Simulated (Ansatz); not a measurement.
# What AlBiSe3 (model cell, started as cubic perovskite with Al in the octahedra) distorts into, part 2 of 2

Wanted: the energy along a soft mode of AlBiSe3 (model cell, started as cubic perovskite with Al in the octahedra) and the structure at the end.

Ansatz 0.2.0; DFT PBEsol, scalar-relativistic, plane waves, PAW.

So far, highest frequency on the path or at a solved wavevector (cm⁻¹): step 2 (response at finite wavevector) 341. Also lowest frequency on the path (cm⁻¹): step 2 -157.

The structure was built from a prototype and need not be the compound's stable phase.

## 4. The mode frozen in, largest atomic shift 0.6 Å

The atoms are moved along the unstable eigenvector, the largest shift by 0.6 Å, with the cell fixed.

File input.yaml:

```yaml
crystal:
  lattice:
    - [-4.8529979444, 0.0, 0.0]
    - [0.0, -4.8529979444, -4.8529979444]
    - [0.0, -4.8529979444, 4.8529979444]
  atoms:
    - { symbol: Bi, position: [0.0, 1.0, 0.0] }
    - { symbol: Bi, position: [0.0, 0.5, 0.5] }
    - { symbol: Al, position: [0.5, 0.0, 0.5] }
    - { symbol: Al, position: [0.5, 0.5, 0.0] }
    - { symbol: Se, position: [0.5, 0.6881825413, 0.6881825413] }
    - { symbol: Se, position: [0.5, 0.3118174587, 0.3118174587] }
    - { symbol: Se, position: [0.5, 0.8118174587, 0.1881825413] }
    - { symbol: Se, position: [0.5, 0.1881825413, 0.8118174587] }
    - { symbol: Se, position: [1.0, 0.0, 0.5] }
    - { symbol: Se, position: [1.0, 0.5, 0.0] }
kpoints:
  mp_grid: { grid: [6, 6, 6] }
hamiltonian:
  xc: pbesol
scf:
  occupations: { method: methfessel_paxton, width: 0.15 }
output:
  forces: true
  stress: true
  eigenvalues: true
```

Command:

```console
> ansatz run input.yaml --threads 8 --pin off --max-ram 14336MiB --backend cpu --events-out ev --progress --plain --runs-dir out
```

Numbers of over 12 decimals in the logs are rounded to 6 here.

Log:

```text
[...]
Crystal: 10 atoms, lattice volume = 228.592 Å³
Basis set: ecut = 420 eV, 4421 PW (Γ), exchange–correlation on 72×96×96 points (8 copies of the dense FFT grid, shifted against one another)
Bands: 80, of which v1, the nominal top of the filled ones, is band 66 counted from 1 (65 counted from 0)
Symmetry: 16 space group operations
[...]
k-points: 40 of 216
[...]
k-point 0: bands = [... 62 lower, 8.2600, 8.2600, 8.4414, 8.4414, 10.3869, 11.0405, 11.3472, 11.3472, ... 10 higher]
  k-point 1: bands = [... 62 lower, 8.1991, 8.4447, 8.4624, 8.7790, 10.5847, 10.9124, 11.0681, 11.1865, ... 10 higher]
  k-point 2: bands = [... 62 lower, 8.0707, 8.1975, 8.5067, 9.2179, 10.1515, 10.2724, 11.2166, 11.2789, ... 10 higher]
  k-point 39: bands = [... 62 lower, 8.6378, 8.6378, 8.9741, 8.9741, 9.9284, 9.9284, 11.9904, 11.9904, ... 10 higher]
[key lines of the parts left out:]
SCF converged after 8 iterations
Free energy (F): -58081.821352 eV
Fermi energy:    9.493911 eV
P = ⅓ Tr σ = 0.2668 GPa (2.668 kbar)
```

The job ended after 4.5 s (8 threads of Intel Xeon 6975P-C (Granite Rapids), shared host; peak memory 1.4 GiB; 23 s of CPU time).

This step gave:

| Property | Result |
| --- | --- |
| pressure | 0.2668 GPa |
| energy from the undistorted cell | -195.8 meV/atom |

The energy, extrapolated to zero smearing, is -195.76 meV/atom against the undistorted cell.

The run ends at a pressure of 0.27 GPa, with forces up to 0.39 eV/Å.

## 5. Energy along the mode, all amplitudes (two of the runs are shown above)

An imaginary frequency means negative curvature, so the energy should fall and then rise again as anharmonic terms take over.

This step gave:

```
depth at the lowest point sampled  : 195.8 meV/atom
largest atomic shift at that point : 0.6 Å
```

Energy from the parent against largest atomic shift:

```tsv
largest atomic shift (Å)	energy from the parent (meV/atom)
0.000	0
0.040	-2.37
0.080	-9.51
0.140	-27.3
0.220	-58.4
0.320	-102
0.450	-156
0.600	-196
```

Displacement at unit largest shift by atom:

```tsv
atom	x (Å)	y (Å)	z (Å)	size
Bi1	0.00	0.00	0.00	0.00
Bi2	0.00	0.00	0.00	0.00
Al3	0.00	0.00	0.00	0.00
Al4	0.00	0.00	0.00	0.00
Se5	0.00	1.00	0.00	1.00
Se6	0.00	-1.00	0.00	1.00
Se7	0.00	0.00	-1.00	1.00
Se8	0.00	0.00	1.00	1.00
Se9	0.00	0.00	0.00	0.00
Se10	0.00	0.00	0.00	0.00
```

The lowest of the steps tried is the last one, at 0.6 Å, 196 meV/atom below the parent; the bottom of the well need not coincide with a step.

## 6. Relaxation from the frozen mode

Starting from the lowest point found, all atoms and the cell are let go, so that strain and other modes of the same symmetry can join in.

input.yaml, as its differences from that of step 4:

```diff
@@ -26 +26,6 @@
   eigenvalues: true
+relax:
+  adjacent_minimum: "off"
+  f_tol: 0.002
+  max_steps: 120
+  cell: { stress_tol: 0.03 }
```

Log:

```text
[...]
Crystal: 10 atoms, lattice volume = 228.592 Å³
Basis set: ecut = 420 eV, 4421 PW (Γ), exchange–correlation on 72×96×96 points (8 copies of the dense FFT grid, shifted against one another)
Bands: 80, of which v1, the nominal top of the filled ones, is band 66 counted from 1 (65 counted from 0)
Symmetry: 16 space group operations
[...]
k-points: 40 of 216
[...]
SCF iter   1: F=—  HF=-58081.841395 eV  |F-HF|=—  |Δ(HF+E_count)|=         —  Δρ=4.02e-3  dr2=7.73e-2  ethr=1.77e-3  ⟨swp⟩=7.0  Hψ=12404  notcnv=0  defer=19
[...]
SCF iter   8: F=-58081.821352 eV  HF=-58081.821352 eV  |F-HF|=2.18e-8  |Δ(HF+E_count)|=   1.31e-7  S|Δr|=    0.00e0  Δρ=4.50e-6  dr2=8.64e-8  ethr=7.58e-11  ⟨swp⟩=10.8  Hψ=14805  notcnv=0
SCF 1 converged in 8 iterations: F = -58081.821352 eV  dr2 = 8.64e-8
[...]
relax step   1: F+E_penalty+E_count = -58081.82135212 eV  Δ(F+E_penalty+E_count) = +0.000e0 eV  max|allowed force component| = 3.854e-1 eV/Å  Δτ_max = 0.0000 Å  P = +0.267 GPa  Ω = 228.592 Å³  (8 SCF iters, dr2 threshold 1.00e-7 eV, accepted)
Crystal: 10 atoms, lattice volume = 225.779 Å³
Basis set: ecut = 420 eV, 4385 PW (Γ), exchange–correlation on 72×96×96 points (8 copies of the dense FFT grid, shifted against one another)
[...]
SCF iter   7: F=-58082.014613 eV  HF=-58082.014613 eV  |F-HF|=1.19e-7  |Δ(HF+E_count)|=   1.20e-7  S|Δr|=    0.00e0  Δρ=7.00e-6  dr2=1.64e-7  ethr=7.58e-10  ⟨swp⟩=6.3  Hψ=13672  notcnv=0
SCF 2 converged in 7 iterations: F = -58082.014613 eV  dr2 = 1.64e-7
[...]
relax step   2: F+E_penalty+E_count = -58082.01461279 eV  Δ(F+E_penalty+E_count) = -1.933e-1 eV  max|allowed force component| = 3.457e-1 eV/Å  Δτ_max = 0.1846 Å  P = +1.220 GPa  Ω = 225.779 Å³  energy of the carried Pulay correction = +4.364e-4 eV  (7 SCF iters, dr2 threshold 1.00e-6 eV, accepted)
Crystal: 10 atoms, lattice volume = 229.420 Å³
Basis set: ecut = 420 eV, 4473 PW (Γ), exchange–correlation on 72×96×96 points (8 copies of the dense FFT grid, shifted against one another)
[...]
SCF iter   6: F=-58082.103662 eV  HF=-58082.103662 eV  |F-HF|=4.04e-8  |Δ(HF+E_count)|=   4.79e-7  S|Δr|=    0.00e0  Δρ=1.27e-5  dr2=6.26e-7  ethr=7.58e-10  ⟨swp⟩=7.8  Hψ=15212  notcnv=0
SCF 3 converged in 6 iterations: F = -58082.103662 eV  dr2 = 6.26e-7
[...]
relax step   3: F+E_penalty+E_count = -58082.10366212 eV  Δ(F+E_penalty+E_count) = -8.905e-2 eV  max|allowed force component| = 9.809e-3 eV/Å  Δτ_max = 0.0345 Å  P = -0.397 GPa  Ω = 229.420 Å³  energy of the carried Pulay correction = -1.275e-4 eV  (6 SCF iters, dr2 threshold 1.00e-6 eV, accepted)
[...]
relax step   4: F+E_penalty+E_count = -58082.10746214 eV  Δ(F+E_penalty+E_count) = -3.800e-3 eV  max|allowed force component| = 1.909e-2 eV/Å  Δτ_max = 0.0010 Å  P = +0.165 GPa  Ω = 227.483 Å³  energy of the carried Pulay correction = +1.714e-4 eV  (5 SCF iters, dr2 threshold 8.50e-7 eV, accepted)
[...]
relax step   5: F+E_penalty+E_count = -58082.10781343 eV  Δ(F+E_penalty+E_count) = -3.513e-4 eV  max|allowed force component| = 9.259e-4 eV/Å  Δτ_max = 0.0041 Å  P = +0.005 GPa  Ω = 228.001 Å³  energy of the carried Pulay correction = +9.115e-5 eV  (6 SCF iters, dr2 threshold 7.90e-8 eV, accepted)
Basis set: ecut = 420 eV, 4441 PW (Γ), exchange–correlation on 72×90×90 points (8 copies of the dense FFT grid, shifted against one another)
[...]
SCF iter   7: F=-58082.108034 eV  HF=-58082.108034 eV  |F-HF|=2.91e-11  |Δ(HF+E_count)|=  7.28e-12  S|Δr|=    0.00e0  Δρ=5.48e-8  dr2=1.63e-11  ethr=1.00e-12  ⟨swp⟩=4.5  Hψ=12420  notcnv=0
SCF 6 converged in 7 iterations: F = -58082.108034 eV  dr2 = 1.63e-11
relax step   6: F+E_penalty+E_count = -58082.10803404 eV  Δ(F+E_penalty+E_count) = -2.206e-4 eV  max|allowed force component| = 9.060e-4 eV/Å  Δτ_max = 0.0000 Å  P = +0.004 GPa  Ω = 228.001 Å³  stress off target by 1.80e-2 GPa  SCF on the basis re-selected at this cell (its energy is not comparable with the rows above)  (7 SCF iters)
basis re-selected at this cell: Δ(F+E_penalty+E_count) = -2.206e-4 eV, ΔP = -0.001 GPa vs the last step (what re-selecting the basis moved, of the pressure what is left beyond the Pulay correction that the steps carried, after the strain that the cell walked since its last selection, with what the two solves' SCF thresholds leave and, on support functions, any second-order correction that the steps lacked; it is no measure of the basis error at this ecutwfc). The dense FFT grid was sized anew with the basis: this SCF ran on 36×45×45 points, the steps before it on 36×48×48, so part of this shift can come from that change (see relax.cell in the input reference). [rest of the remark cut]
SCF converged after 7 iterations
[...]
Free energy (F): -58082.108034 eV
[...]
Internal energy: -58082.106537 eV  (E = F + TS)
E sigma→0 (E₀):  -58082.107660 eV
Entropy (-TS):   -0.001497 eV (-0.150 meV/atom)
Fermi energy:    9.542389 eV
[...]
--- Forces (eV/Å), atoms counted from 1 ---
  atom   1  Bi     0.00000000     0.00000000    -0.00000000
  atom   2  Bi    -0.00000000     0.00000000     0.00000000
  atom   3  Al     0.00000000    -0.00000000    -0.00000000
  atom   4  Al     0.00000000    -0.00000000     0.00000000
  atom   5  Se     0.00000000     0.00090599    -0.00000000
  atom   6  Se    -0.00000000    -0.00090599     0.00000000
  atom   7  Se    -0.00000000    -0.00000000    -0.00090599
  atom   8  Se     0.00000000     0.00000000     0.00090599
  atom   9  Se     0.00000000     0.00000000     0.00000000
  atom  10  Se     0.00000000     0.00000000    -0.00000000
  max |Σ_I F_I| component: 1.73e-18 eV/Å
--- Stress (GPa, compression-positive) ---
        0.018039      -0.000000      -0.000000
       -0.000000      -0.003016       0.000000
        0.000000       0.000000      -0.003016
  P = ⅓ Tr σ = 0.0040 GPa (0.040 kbar)
--- Band table (eV; the first three rows and the last of 40) ---
  k-point 0: bands = [... 62 lower, 7.8846, 8.3374, 9.0987, 9.0987, 10.7199, 11.5924, 11.8189, 11.8189, ... 10 higher]
  k-point 1: bands = [... 62 lower, 7.8559, 8.3509, 8.8627, 9.0272, 11.0472, 11.4256, 11.4395, 11.5637, ... 10 higher]
  k-point 2: bands = [... 62 lower, 7.9668, 8.3525, 8.7418, 9.0310, 10.2965, 10.6022, 11.5653, 11.6823, ... 10 higher]
  k-point 39: bands = [... 62 lower, 9.0666, 9.0666, 9.0990, 9.0990, 9.5688, 9.5688, 11.5393, 11.5393, ... 10 higher]
--- Relaxed structure (5 steps of the walk, 5 accepted, 1 SCFs on fresh bases) ---
  F+E_penalty+E_count = -58082.10803404 eV   max|allowed force component| = 9.060e-4 eV/Å   (the final SCF, on the basis selected at the relaxed cell)
  cell:  # Å, volume = 228.0014 Å³
    - [-5.114623, 0, 0]
    - [0, -4.721141, -4.721141]
    - [0, -4.721141, 4.721141]
  atoms:
    - { symbol: Bi, position: [0, 1.0, 0.0] }
    - { symbol: Bi, position: [0, 0.5, 0.5] }
    - { symbol: Al, position: [0.5, 0.0, 0.5] }
    - { symbol: Al, position: [0.5, 0.5, 0.0] }
    - { symbol: Se, position: [0.5, 0.672197, 0.672197] }
    - { symbol: Se, position: [0.5, 0.327803, 0.327803] }
    - { symbol: Se, position: [0.5, 0.827803, 0.172197] }
    - { symbol: Se, position: [0.5, 0.172197, 0.827803] }
    - { symbol: Se, position: [1.0, 0.0, 0.5] }
    - { symbol: Se, position: [1.0, 0.5, 0.0] }
```

The job ended after 31 s (8 threads; peak memory 1.5 GiB).

Step by step:

```tsv
step	energy less that of the first step (eV)	largest force component (eV/Å)	pressure (GPa)	volume (Å³)
1	0.0000	0.3854	0.27	228.59
2	-0.1933	0.3457	1.22	225.78
3	-0.2823	0.0098	-0.40	229.42
4	-0.2861	0.0191	0.16	227.48
5	-0.2865	0.0009	0.00	228.00
6*	-0.2867	0.0009	0.00	228.00
```

Relaxation steps marked * repeat the geometry before them on a plane-wave basis chosen anew for their cell, so energy and pressure can jump there.

The run keeps the 16 symmetry operations that it works with, so distortions that break them were not tested.

```tsv
cell as run	before	after	change
a (Å)	4.853	5.115	+5.4 %
b (Å)	6.863	6.677	-2.7 %
c (Å)	6.863	6.677	-2.7 %
volume (Å³/atom)	22.86	22.80	-0.3 %
```

The atoms that moved most (Å, as changes of fractional coordinates times the final cell):

```tsv
atom	dx	dy	dz	length
Se5	0.000	0.151	0.000	0.151
Se7	0.000	0.000	-0.151	0.151
Se8	0.000	0.000	0.151	0.151
Se6	0.000	-0.151	0.000	0.151
```

This step gave:

```yaml
pressure: 0.004002 GPa
volume_per_atom: 22.80 Å³
```

The distorted start has space group P4/mbm; the relaxation ends in P4/mbm.

## 7. Modes of the new phase

A relaxed structure may still be a saddle point, so its zone-centre modes are computed. No field response is asked, since the mesh shows no gap.

File input.yaml:

```yaml
crystal:
  lattice:
    - [-5.1146229516, 0.0, 0.0]
    - [0.0, -4.7211407413, -4.7211407413]
    - [0.0, -4.7211407413, 4.7211407413]
  atoms:
    - { symbol: Bi, position: [0.0, 1.0, 0.0] }
    - { symbol: Bi, position: [0.0, 0.5, 0.5] }
    - { symbol: Al, position: [0.5, 0.0, 0.5] }
    - { symbol: Al, position: [0.5, 0.5, 0.0] }
    - { symbol: Se, position: [0.5, 0.672196559, 0.672196559] }
    - { symbol: Se, position: [0.5, 0.327803441, 0.327803441] }
    - { symbol: Se, position: [0.5, 0.827803441, 0.172196559] }
    - { symbol: Se, position: [0.5, 0.172196559, 0.827803441] }
    - { symbol: Se, position: [1.0, 0.0, 0.5] }
    - { symbol: Se, position: [1.0, 0.5, 0.0] }
kpoints:
  mp_grid: { grid: [6, 6, 6] }
hamiltonian:
  xc: pbesol
scf:
  occupations: { method: methfessel_paxton, width: 0.15 }
output:
  eigenvalues: true
phonons:
  method: dfpt
```

Log:

```text
zone centre: on kpoints.mp_grid the ground state, and the responses unless they are solved on pairs of k-points, stand on 80 of the mesh's 216 k-points, reduced under 2 symmetry operations, with k and −k counted as one. Each operation leaves every solved displacement unchanged or reverses it
[...]
Crystal: 10 atoms, lattice volume = 228.001 Å³
Basis set: ecut = 420 eV, 4441 PW (Γ), exchange–correlation on 72×96×96 points (8 copies of the dense FFT grid, shifted against one another)
Bands: 80, of which v1, the nominal top of the filled ones, is band 66 counted from 1 (65 counted from 0)
Symmetry: 16 space group operations
k-points: 80 of 216 (irreducible under 2 space group operations, time reversal used)
[...]
SCF iter   1: F=—  HF=-58082.121065 eV  |F-HF|=—  |Δ(HF+E_count)|=         —  Δρ=3.27e-3  dr2=4.22e-2  ethr=1.77e-3  ⟨swp⟩=7.2  Hψ=24991  notcnv=0  defer=34
[...]
SCF iter  12: F=-58082.108034 eV  HF=-58082.108034 eV  |F-HF|=2.18e-11  |Δ(HF+E_count)|=  7.28e-12  S|Δr|=    0.00e0  Δρ=2.80e-8  dr2=2.32e-12  ethr=1.00e-12  ⟨swp⟩=11.5  Hψ=35498  notcnv=0
SCF 1 converged in 12 iterations: F = -58082.108034 eV  dr2 = 2.32e-12
[...]
DFPT response loops at Γ: preconditioner auto → Kerker (q_TF=auto, 2.491 Å⁻¹) (partly filled bands, converged f_vac=0.000); β = 1.00, the filter's whole step (`scf.mixing.beta` (0.50) is not read by the response loops under this deck's `scf.mixing.preconditioner`; to damp them name `kerker` or `kerker_dos`, under which they read `scf.mixing.beta`, and type it under 1.00, their step now; both keys bind the ground state too); Broyden in place of MSR1
SCF converged after 12 iterations
[...]
Free energy (F): -58082.108034 eV
[...]
Internal energy: -58082.106537 eV  (E = F + TS)
E sigma→0 (E₀):  -58082.107660 eV
Entropy (-TS):   -0.001497 eV (-0.150 meV/atom)
Fermi energy:    9.542388 eV
[...]
--- Band table (eV; the first three rows and the last of 80) ---
  k-point 0: bands = [... 62 lower, 7.8846, 8.3374, 9.0987, 9.0987, 10.7199, 11.5924, 11.8189, 11.8189, ... 10 higher]
  k-point 1: bands = [... 62 lower, 7.8559, 8.3509, 8.8627, 9.0272, 11.0472, 11.4256, 11.4395, 11.5637, ... 10 higher]
  k-point 2: bands = [... 62 lower, 7.9668, 8.3525, 8.7418, 9.0310, 10.2965, 10.6022, 11.5653, 11.6823, ... 10 higher]
  k-point 79: bands = [... 62 lower, 9.0666, 9.0666, 9.0990, 9.0990, 9.5688, 9.5688, 11.5393, 11.5393, ... 10 higher]
--- Phonons (Γ-DFPT): 10 representative perturbations + reference, on 80 of 216 k-points (Σ response iterations 35) ---
  k mesh reduced under 2 symmetry operations, with k and −k counted as one. Each operation leaves every solved displacement unchanged or reverses it
  ASR residual: 1.070e-4 → 0.000e0 eV/Å²; symmetrization residual: 1.593e-5 eV/Å²
  ASR residual per site (eV/Å²): 5.17e-5 5.17e-5 1.07e-4 1.07e-4 1.59e-5 1.59e-5 1.59e-5 1.59e-5 1.12e-5 1.12e-5
  Γ frequencies (cm⁻¹): -87.30 -87.30 -72.96 -72.96 -26.60 0.00 0.00 0.00 15.99 32.80 32.80 78.21 78.21 84.35 94.86 101.78 118.25 118.25 127.50 127.50 132.78 133.34 173.39 211.98 217.58 221.63 308.61 308.61 317.70 317.70
  non-analytic LO–TO correction: not included (Born effective charges unavailable; polar crystals: no LO–TO splitting at Γ)
```

Run time: 3.5 min. Hardware: 8 threads; peak memory 4.9 GiB; 20 min of CPU time.

This step gave:

| Item | Value |
| --- | --- |
| sum-rule residual before enforcement | 1.07e-4 eV/Å² |
| point group | 4/mmm |
| highest optical mode at the zone centre (no LO-TO term) | 317.7 cm⁻¹ |
| lowest optical zone-centre mode | -87.3 cm⁻¹ |

Patterns of degenerate modes are one choice out of their space. The modes at Γ (shares of kinetic energy by element, %) (negative means imaginary):

```tsv
mode	frequency (cm⁻¹)	symmetry	Bi %	Al %	Se %
1	-87.3	Eu	32	0	68
2	-87.3	Eu	32	0	68
3	-73.0	Eu	38	0	62
4	-73.0	Eu	38	0	62
5	-26.6	A2u	56	6	39
6	0.0	acoustic	44	6	50
7	0.0	acoustic	44	6	50
8	0.0	acoustic	44	6	50
9	16.0	B1u	91	0	9
10	32.8	Eu	56	2	43
11	32.8	Eu	56	2	43
12	78.2	Eu	22	16	62
13	78.2	Eu	22	16	62
14	84.3	B1u	9	0	91
15	94.9	A2u	0	43	57
16	101.8	A1u	0	49	51
17	118.2	Eu	8	13	79
18	118.2	Eu	8	13	79
19	127.5	Eg	0	0	100
20	127.5	Eg	0	0	100
21	132.8	B1g	0	0	100
22	133.3	A1g	0	0	100
23	173.4	B2g	0	0	100
24	212.0	A2g	0	0	100
25	217.6	A1u	0	51	49
26	221.6	A2u	0	46	54
27	308.6	Eu	0	92	8
28	308.6	Eu	0	92	8
29	317.7	Eu	0	71	29
30	317.7	Eu	0	71	29
```

Displacements in mode 1 (-87.3 cm⁻¹), the largest set to 1:
```
Bi1  0.00  0.42  0.28
Bi2  0.00 -0.29 -0.40
Al3  0.00 -0.06 -0.01
Al4  0.00  0.01  0.06
Se5  0.00  0.09  0.06
Se6  0.00  0.09  0.06
Se7  0.00 -0.06 -0.09
Se8  0.00 -0.06 -0.09
Se9  0.00  0.60  1.00
Se10 0.00 -0.97 -0.64
```

Displacements in mode 18 (118.2 cm⁻¹), the largest set to 1:
```
Bi1  0.00  0.00 -0.30
Bi2  0.00 -0.01  0.11
Al3  0.00 -0.59 -0.57
Al4  0.00  0.55 -0.61
Se5  0.00  0.04 -0.47
Se6  0.00  0.04 -0.47
Se7  0.00 -0.02  1.00
Se8  0.00 -0.02  1.00
Se9  0.00  0.37 -0.09
Se10 0.00 -0.38 -0.06
```

Before it was imposed, the acoustic sum rule was missed by 1.1e-4 eV/Å². Small misses are needed for a sound result but don't prove that mesh and cutoff are converged. The lowest optical mode is imaginary, 87.3i cm⁻¹, so the energy falls along it.

## 8. Results

```
unstable mode of the parent                                                      : q = (0, -0.5, -0.5), 157i cm⁻¹
depth at the lowest point sampled                                                : 196 meV/atom
largest atomic shift at that point                                               : 0.6 Å
space group reached (within 0.01 Å)                                              : P4/mbm
energy gained over the parent (first relaxation, on the mesh of the frozen mode) : 224 meV/atom
volume per atom, phase reached                                                   : 22.8 Å³
lowest optical zone-centre mode, phase reached                                   : -87.3 cm⁻¹
highest optical mode at the zone centre (no LO-TO term), phase reached           : 318 cm⁻¹
```

**Reading.** Along this mode the structure falls into P4/mbm, 224 meV/atom below the parent. At the parent's cell the well is 195.8 meV/atom deep on the steps tried, with its lowest point at a shift of 0.6 Å. That is the last step tried, so the steps alone don't bracket the bottom of the well. Relaxing atoms and cell changes the gain by +28.63 meV/atom against the lowest step (energies at zero smearing). The new phase still has an imaginary mode at the zone centre of its cell, so it is a saddle point on the way to a lower structure. Of the 5 patterns followed to their end from this parent, this one ends 68.9 meV/atom above the lowest, Imma. Each path keeps the symmetry of its pattern, so a lower phase may lie along a pattern not tried. With no gap, or one that is small against the smearing, the frequencies hang on the k mesh and the smearing, most of all near Kohn anomalies. Spin-orbit coupling is left out, which can matter for the heavy elements here. A phonon run warned that its eigensolver left some bands unconverged in a pass. The starting cell was built on a prototype and not taken from a measurement, so the phase need not exist.

[Logs are printed without paths, hosts, clocks, repeated set-up lines and the standing remarks that a program may print on its own settings, such as how far it seeks lower states.]

[Hosts, paths, dates, database ids (printed as entryN), source tags and the programs' standing remarks are cut or masked in the printed files.]
